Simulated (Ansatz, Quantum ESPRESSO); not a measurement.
# Conductance against width: a Si chain with one bond drawn out, part 2 of 5

Wanted: T at the Fermi level along a series, and its decay constant, for a Si chain with one bond drawn out.

Quantum ESPRESSO 7.5; plane-wave DFT, LDA, GBRV ultrasoft pseudopotentials; cross-check by Ansatz 0.2.0 with PAW datasets.

So far. Step 2 (Ground state, 0.5 Å): The run needed 19 iterations to bring the estimated error under 1e-07 Ry; the largest force on any atom, held or free, is 0.62 eV/Å.

### 3. The open system, 0.5 Å

Level of this step: transmission by pwcond, lead and junction from one cell; plane-wave DFT, LDA, GBRV ultrasoft pseudopotentials (Quantum ESPRESSO).

prefixt takes both regions from one run: the lead from 0 to bdl, the scattering region from bdl to bds (units of alat). ikind = 1 puts the same lead on both sides. The program's T_tot counts both spins in a run without spin; the tables below give T per spin.

File j0.cond.in:

```
&inputcond
  outdir = './out'
  prefixt = 'j0.scf'
  tran_file = 'j0.cond.dat'
  bdl = 0.5866666667
  bds = 3.0000000000
  ikind = 1
  ewind = 4.0
  epsproj = 1e-05
  nz1 = 7
  energy0 = 2.0
  denergy = -0.1
/
1
  0.00000000 0.00000000 1.00000000
41
```

Launch:

```
OMP_NUM_THREADS=1 mpirun -n 4 pwcond.x -in j0.cond.in > j0.cond.out
```

The program printed:

```text
[banner, memory and clock lines left out]
Program PWCOND v.7.5 starts

          URL

     ./out/j0.scf.save/

     IMPORTANT: XC functional enforced from input :
     Exchange-correlation= PZ
                           (   1   1   0   0   0   0   0)
     Any further DFT definition will be discarded
     Please, verify this is what you really want

     negative rho (up, down):  3.335E-05 0.000E+00
     Reading collected, re-writing distributed wavefunctions

===== INPUT FILE containing all the regions =====

     GEOMETRY:

     lattice parameter (alat)  =      14.1729  a.u.
     the volume                =    8540.8608 (a.u.)^3
     the cross section         =     200.8724 (a.u.)^2
     l of the unit cell        =       3.0000 (alat)
     number of atoms/cell      =           10
     number of atomic types    =            1

     crystal axes: (cart. coord. in units of alat)
               a(1) = (  1.0000  0.0000  0.0000 )
               a(2) = (  0.0000  1.0000  0.0000 )
               a(3) = (  0.0000  0.0000  3.0000 )

   Cartesian axes

     site n.     atom                  positions (alat units)
          1        Si     tau(  1)=(  0.5000  0.5000  3.0000  )
          2        Si     tau(  2)=(  0.5000  0.5000  0.2933  )
          3        Si     tau(  3)=(  0.5000  0.5000  0.5867  )
          4        Si     tau(  4)=(  0.5000  0.5000  0.8800  )
          5        Si     tau(  5)=(  0.5000  0.5000  1.1733  )
          6        Si     tau(  6)=(  0.5000  0.5000  1.5333  )
          7        Si     tau(  7)=(  0.5000  0.5000  1.8267  )
          8        Si     tau(  8)=(  0.5000  0.5000  2.1200  )
          9        Si     tau(  9)=(  0.5000  0.5000  2.4133  )
         10        Si     tau( 10)=(  0.5000  0.5000  2.7067  )

     nr1s                      =           54
     nr2s                      =           54
     nr3s                      =          160
     nr1sx                     =           54
     nr2sx                     =           54
     nr3sx                     =          160
     nr1                       =           60
     nr2                       =           60
     nr3                       =          180
     nr1x                      =           60
     nr2x                      =           60
     nr3x                      =          180

 _______________________________
  Radii of nonlocal spheres:

     type       ibeta     ang. mom.          radius (alat units)
       Si         1         0                    0.1216
       Si         2         0                    0.1216
       Si         3         1                    0.1216
       Si         4         1                    0.1216
       Si         5         2                    0.1216
       Si         6         2                    0.1216
----- General information -----

--- T calc. with identical leads (ikind=1) ---

     nrx                       =           54
     nry                       =           54
     nz1                       =            7

     energy0               =         2.0E+00
     denergy               =        -1.0E-01
     nenergy               =         41
     ecut2d                =         3.4E+01
     ewind                 =         4.0E+00
     epsproj               =         1.0E-05

     number of k_|| points=    1
                       cryst. coord.
        k(    1) = (   0.0000000   0.0000000), wk =   1.0000000
----- Information about left/right lead -----

     nocros                   =           18
     noins                    =           18
     norb                     =           54
     norbf                    =          162
     nrz                      =           31

      iorb      type   ibeta   ang. mom.   m       position (alat)
        1        1       1        0        1   taunew(   1)=(  0.5000  0.5000  0.0000)
        2        1       2        0        1   taunew(   2)=(  0.5000  0.5000  0.0000)
        3        1       3        1        1   taunew(   3)=(  0.5000  0.5000  0.0000)
        4        1       3        1        2   taunew(   4)=(  0.5000  0.5000  0.0000)
        5        1       3        1        3   taunew(   5)=(  0.5000  0.5000  0.0000)
        6        1       4        1        1   taunew(   6)=(  0.5000  0.5000  0.0000)
        7        1       4        1        2   taunew(   7)=(  0.5000  0.5000  0.0000)
        8        1       4        1        3   taunew(   8)=(  0.5000  0.5000  0.0000)
        9        1       5        2        1   taunew(   9)=(  0.5000  0.5000  0.0000)
       10        1       5        2        2   taunew(  10)=(  0.5000  0.5000  0.0000)
       11        1       5        2        3   taunew(  11)=(  0.5000  0.5000  0.0000)
       12        1       5        2        4   taunew(  12)=(  0.5000  0.5000  0.0000)
       13        1       5        2        5   taunew(  13)=(  0.5000  0.5000  0.0000)
       14        1       6        2        1   taunew(  14)=(  0.5000  0.5000  0.0000)
       15        1       6        2        2   taunew(  15)=(  0.5000  0.5000  0.0000)
       16        1       6        2        3   taunew(  16)=(  0.5000  0.5000  0.0000)
       17        1       6        2        4   taunew(  17)=(  0.5000  0.5000  0.0000)
       18        1       6        2        5   taunew(  18)=(  0.5000  0.5000  0.0000)
       19        1       1        0        1   taunew(  19)=(  0.5000  0.5000  0.2933)
       20        1       2        0        1   taunew(  20)=(  0.5000  0.5000  0.2933)
       21        1       3        1        1   taunew(  21)=(  0.5000  0.5000  0.2933)
       22        1       3        1        2   taunew(  22)=(  0.5000  0.5000  0.2933)
       23        1       3        1        3   taunew(  23)=(  0.5000  0.5000  0.2933)
       24        1       4        1        1   taunew(  24)=(  0.5000  0.5000  0.2933)
       25        1       4        1        2   taunew(  25)=(  0.5000  0.5000  0.2933)
       26        1       4        1        3   taunew(  26)=(  0.5000  0.5000  0.2933)
       27        1       5        2        1   taunew(  27)=(  0.5000  0.5000  0.2933)
       28        1       5        2        2   taunew(  28)=(  0.5000  0.5000  0.2933)
       29        1       5        2        3   taunew(  29)=(  0.5000  0.5000  0.2933)
       30        1       5        2        4   taunew(  30)=(  0.5000  0.5000  0.2933)
       31        1       5        2        5   taunew(  31)=(  0.5000  0.5000  0.2933)
       32        1       6        2        1   taunew(  32)=(  0.5000  0.5000  0.2933)
       33        1       6        2        2   taunew(  33)=(  0.5000  0.5000  0.2933)
       34        1       6        2        3   taunew(  34)=(  0.5000  0.5000  0.2933)
[...]
141        1       6        2        2   taunew( 141)=(  0.5000  0.5000  2.1200)
      142        1       6        2        3   taunew( 142)=(  0.5000  0.5000  2.1200)
      143        1       6        2        4   taunew( 143)=(  0.5000  0.5000  2.1200)
      144        1       6        2        5   taunew( 144)=(  0.5000  0.5000  2.1200)
      145        1       1        0        1   taunew( 145)=(  0.5000  0.5000  2.4133)
      146        1       2        0        1   taunew( 146)=(  0.5000  0.5000  2.4133)
      147        1       3        1        1   taunew( 147)=(  0.5000  0.5000  2.4133)
      148        1       3        1        2   taunew( 148)=(  0.5000  0.5000  2.4133)
      149        1       3        1        3   taunew( 149)=(  0.5000  0.5000  2.4133)
      150        1       4        1        1   taunew( 150)=(  0.5000  0.5000  2.4133)
      151        1       4        1        2   taunew( 151)=(  0.5000  0.5000  2.4133)
      152        1       4        1        3   taunew( 152)=(  0.5000  0.5000  2.4133)
      153        1       5        2        1   taunew( 153)=(  0.5000  0.5000  2.4133)
      154        1       5        2        2   taunew( 154)=(  0.5000  0.5000  2.4133)
      155        1       5        2        3   taunew( 155)=(  0.5000  0.5000  2.4133)
      156        1       5        2        4   taunew( 156)=(  0.5000  0.5000  2.4133)
      157        1       5        2        5   taunew( 157)=(  0.5000  0.5000  2.4133)
      158        1       6        2        1   taunew( 158)=(  0.5000  0.5000  2.4133)
      159        1       6        2        2   taunew( 159)=(  0.5000  0.5000  2.4133)
      160        1       6        2        3   taunew( 160)=(  0.5000  0.5000  2.4133)
      161        1       6        2        4   taunew( 161)=(  0.5000  0.5000  2.4133)
      162        1       6        2        5   taunew( 162)=(  0.5000  0.5000  2.4133)
 ngper, shell number =          545          70
 ngper, n2d =          545         114
---  E-Ef =    2.0000000  k =    0.0000000   0.0000000
---  ie =          1  ik =          1
 Nchannels of the left tip =            3
 Right moving states:
   k1(2pi/a)   k2(2pi/a)   E-Ef (eV)
   0.2694955   0.0000099   2.0000000
  -0.3151058   0.0000066   2.0000000
  -0.3151058   0.0000066   2.0000000
 Left moving states:
   k1(2pi/a)   k2(2pi/a)   E-Ef (eV)
  -0.2694955   0.0000099   2.0000000
   0.3151058   0.0000066   2.0000000
   0.3151058   0.0000066   2.0000000

 to transmit
 Band j to band i transmissions and reflections:
    j         i     |T_ij|^2    |R_ij|^2

    1 -->     1     0.76253     0.23747
    1 -->     2     0.00000     0.00000
    1 -->     3     0.00000     0.00000
   Total T_j, R_j =    0.76253  0.23747

    2 -->     1     0.00000     0.00000
    2 -->     2     0.73207     0.20915
    2 -->     3     0.00000     0.05878
   Total T_j, R_j =    0.73207  0.26793

    3 -->     1     0.00000     0.00000
    3 -->     2     0.00000     0.05878
    3 -->     3     0.73207     0.20915
   Total T_j, R_j =    0.73207  0.26793

E-Ef(ev), T(x2 spins) =    2.0000000   4.4533386
---  E-Ef =    1.9000000  k =    0.0000000   0.0000000
---  ie =          2  ik =          1
 Nchannels of the left tip =            3
 Right moving states:
   k1(2pi/a)   k2(2pi/a)   E-Ef (eV)
   0.2627368   0.0000099   1.9000000
  -0.3256874   0.0000065   1.9000000
  -0.3256874   0.0000065   1.9000000
 Left moving states:
   k1(2pi/a)   k2(2pi/a)   E-Ef (eV)
  -0.2627368   0.0000099   1.9000000
   0.3256874   0.0000065   1.9000000
   0.3256874   0.0000065   1.9000000

 to transmit
 Band j to band i transmissions and reflections:
    j         i     |T_ij|^2    |R_ij|^2

    1 -->     1     0.76034     0.23966
    1 -->     2     0.00000     0.00000
    1 -->     3     0.00000     0.00000
   Total T_j, R_j =    0.76034  0.23966

    2 -->     1     0.00000     0.00000
    2 -->     2     0.72818     0.19151
    2 -->     3     0.00000     0.08031
   Total T_j, R_j =    0.72818  0.27182

    3 -->     1     0.00000     0.00000
    3 -->     2     0.00000     0.08031
    3 -->     3     0.72818     0.19151
   Total T_j, R_j =    0.72818  0.27182

E-Ef(ev), T(x2 spins) =    1.9000000   4.4333870
---  E-Ef =    1.8000000  k =    0.0000000   0.0000000
---  ie =          3  ik =          1
 Nchannels of the left tip =            3
 Right moving states:
   k1(2pi/a)   k2(2pi/a)   E-Ef (eV)
   0.2559585   0.0000099   1.8000000
  -0.3364235   0.0000065   1.8000000
  -0.3364235   0.0000065   1.8000000
 Left moving states:
   k1(2pi/a)   k2(2pi/a)   E-Ef (eV)
  -0.2559585   0.0000099   1.8000000
   0.3364235   0.0000065   1.8000000
   0.3364235   0.0000065   1.8000000

 to transmit
 Band j to band i transmissions and reflections:
    j         i     |T_ij|^2    |R_ij|^2

    1 -->     1     0.75802     0.24198
    1 -->     2     0.00000     0.00000
    1 -->     3     0.00000     0.00000
   Total T_j, R_j =    0.75802  0.24198

    2 -->     1     0.00000     0.00000
    2 -->     2     0.72345     0.16543
    2 -->     3     0.00000     0.11112
   Total T_j, R_j =    0.72345  0.27655

    3 -->     1     0.00000     0.00000
    3 -->     2     0.00000     0.11112
    3 -->     3     0.72345     0.16543
   Total T_j, R_j =    0.72345  0.27655

E-Ef(ev), T(x2 spins) =    1.8000000   4.4098258
[... further energies and points left out ...]
---  E-Ef =   -1.8000000  k =    0.0000000   0.0000000
---  ie =         39  ik =          1
 Nchannels of the left tip =            0
 Right moving states:
   k1(2pi/a)   k2(2pi/a)   E-Ef (eV)
 Left moving states:
   k1(2pi/a)   k2(2pi/a)   E-Ef (eV)

 to transmit
          E-Ef(ev), T =   -1.8000000   0.0000000
---  E-Ef =   -1.9000000  k =    0.0000000   0.0000000
---  ie =         40  ik =          1
 Nchannels of the left tip =            0
 Right moving states:
   k1(2pi/a)   k2(2pi/a)   E-Ef (eV)
 Left moving states:
   k1(2pi/a)   k2(2pi/a)   E-Ef (eV)

 to transmit
          E-Ef(ev), T =   -1.9000000   0.0000000
---  E-Ef =   -2.0000000  k =    0.0000000   0.0000000
---  ie =         41  ik =          1
 Nchannels of the left tip =            0
 Right moving states:
   k1(2pi/a)   k2(2pi/a)   E-Ef (eV)
 Left moving states:
   k1(2pi/a)   k2(2pi/a)   E-Ef (eV)

 to transmit
          E-Ef(ev), T =   -2.0000000   0.0000000
   T_tot     2.00000      0.44533E+01
   T_tot     1.90000      0.44334E+01
   T_tot     1.80000      0.44098E+01
   T_tot     1.70000      0.43825E+01
   T_tot     1.60000      0.43521E+01
   T_tot     1.50000      0.43198E+01
   T_tot     1.40000      0.42879E+01
   T_tot     1.30000      0.42592E+01
   T_tot     1.20000      0.42368E+01
   T_tot     1.10000      0.42240E+01
   T_tot     1.00000      0.42238E+01
   T_tot     0.90000      0.42387E+01
   T_tot     0.80000      0.42699E+01
   T_tot     0.70000      0.43161E+01
   T_tot     0.60000      0.43662E+01
   T_tot     0.50000      0.34351E+01
   T_tot     0.40000      0.46185E+01
   T_tot     0.30000      0.46769E+01
   T_tot     0.20000      0.47264E+01
   T_tot     0.10000      0.47367E+01
   T_tot    -0.00000      0.46876E+01
   T_tot    -0.10000      0.45664E+01
   T_tot    -0.20000      0.43710E+01
   T_tot    -0.30000      0.41114E+01
   T_tot    -0.40000      0.38051E+01
   T_tot    -0.50000      0.34684E+01
   T_tot    -0.60000      0.31066E+01
   T_tot    -0.70000      0.27044E+01
   T_tot    -0.80000      0.22178E+01
   T_tot    -0.90000      0.15649E+01
   T_tot    -1.00000      0.93382E+00
   T_tot    -1.10000      0.60462E+00
   T_tot    -1.20000      0.31320E+00
   T_tot    -1.30000      0.11610E-01
   T_tot    -1.40000      0.00000E+00
   T_tot    -1.50000      0.00000E+00
   T_tot    -1.60000      0.00000E+00
   T_tot    -1.70000      0.00000E+00
   T_tot    -1.80000      0.00000E+00
   T_tot    -1.90000      0.00000E+00
   T_tot    -2.00000      0.00000E+00

Note: The following floating-point exceptions are signalling: IEEE_UNDERFLOW_FLAG
Note: The following floating-point exceptions are signalling: IEEE_UNDERFLOW_FLAG
Note: The following floating-point exceptions are signalling: IEEE_UNDERFLOW_FLAG
Note: The following floating-point exceptions are signalling: IEEE_UNDERFLOW_FLAG
```

Elapsed: 89 s, on 4 MPI ranks of Arm Neoverse V1, shared host; peak memory 0.33 GiB.

Numbers from this step:

```
lead channels at the Fermi level, one spin : 3
transmission at the Fermi level, one spin  : 2.344
conductance                                : 2.344 G₀
```

Per spin. Open channels against energy, zero at the Fermi level:

energy (eV), open channels and a bar:
```
    -2.00       0.00 
    -1.90       0.00 
    -1.70       0.00 
    -1.60       0.00 
    -1.40       0.00 
    -1.30       2.00 ####################
    -1.20       2.00 ####################
    -1.00       2.00 ####################
    -0.90       3.00 ##############################
    -0.80       3.00 ##############################
    -0.60       3.00 ##############################
    -0.50       3.00 ##############################
    -0.30       3.00 ##############################
    -0.20       3.00 ##############################
    -0.10       3.00 ##############################
     0.00       3.00 ##############################
     0.10       3.00 ##############################
     0.20       3.00 ##############################
     0.30       3.00 ##############################
     0.50       3.00 ##############################
     0.60       3.00 ##############################
     0.80       3.00 ##############################
     0.90       3.00 ##############################
     1.00       3.00 ##############################
     1.20       3.00 ##############################
     1.30       3.00 ##############################
     1.40       3.00 ##############################
     1.60       3.00 ##############################
     1.70       3.00 ##############################
     1.90       3.00 ##############################
     2.00       3.00 ##############################
```

Per spin. Table of transmission by energy, zero at the Fermi level:

energy (eV), transmission and a bar:
```
    -2.00       0.00 
    -1.80       0.00 
    -1.60       0.00 
    -1.40       0.00 
    -1.20       0.16 ##
    -1.00       0.47 ######
    -0.90       0.78 ##########
    -0.70       1.35 #################
    -0.50       1.73 ######################
    -0.30       2.06 ##########################
    -0.10       2.28 #############################
     0.00       2.34 ##############################
     0.10       2.37 ##############################
     0.30       2.34 ##############################
     0.50       1.72 ######################
     0.70       2.16 ###########################
     0.90       2.12 ###########################
     1.00       2.11 ###########################
     1.20       2.12 ###########################
     1.40       2.14 ###########################
     1.60       2.18 ############################
     1.80       2.20 ############################
     2.00       2.23 ############################
```

(Part 2 of 5 ends here.)

[Logs are printed without paths, hosts, clocks, repeated set-up lines and the standing remarks that a program may print on its own settings, such as how far it seeks lower states.]

[Hosts, paths, dates, database ids (printed as entryN), source tags and the programs' standing remarks are cut or masked in the printed files.]

[Maps of the electrostatic potential energy from Ansatz leave out the sawtooth potential of an applied field or a dipole correction, so their vacuum need not be flat; planar profiles and work functions include it.]
